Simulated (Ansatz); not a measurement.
**Whose spectrum is this?**

Method: Ansatz, LDA, independent particles, without spin-orbit coupling, line width 0.1 eV (Gaussian); metals get a typed carrier damping. The response is along the first axis of the cell.

E (eV), Im ε and a bar:
```
     0.00       0.00 
     0.50       0.00 
     1.00       0.00 
     1.50       0.00 
     2.00       0.92 ###
     2.50       1.33 ####
     3.00       1.54 #####
     3.50       1.72 ######
     4.00       1.93 ######
     4.50       2.23 #######
     5.00       2.79 #########
     5.50       4.87 ################
     6.00       5.45 ##################
     6.50       8.46 ############################
     7.00       8.67 #############################
     7.50       8.19 ###########################
     8.00       4.41 ###############
     8.50       3.79 #############
     9.00       9.01 ##############################
     9.50       7.26 ########################
    10.00       5.18 #################
```

Which of these systems gave the spectrum?
A. Nb (Im-3m)
B. AlN (P6_3mc)
C. GaN (F-43m)
D. Bi2Se3 (R-3m)

C. GaN (F-43m): least direct gap 1.73 eV, ε∞ = 6.19 along the first axis, strongest peak along the first axis at 8.86 eV. The others: AlN (P6_3mc), least direct gap 4.24 eV, ε∞ = 4.67 along the first axis, strongest peak along the first axis at 7.83 eV; Nb (Im-3m), a metal, with a Drude term, main peak of the conductivity above 1 eV at 4.27 eV; Bi2Se3 (R-3m), least direct gap 0.10 eV, ε∞ = 27.30 along the first axis, strongest peak along the first axis at 2.11 eV.

[Logs are printed without paths, hosts, clocks, repeated set-up lines and the standing remarks that a program may print on its own settings, such as how far it seeks lower states.]
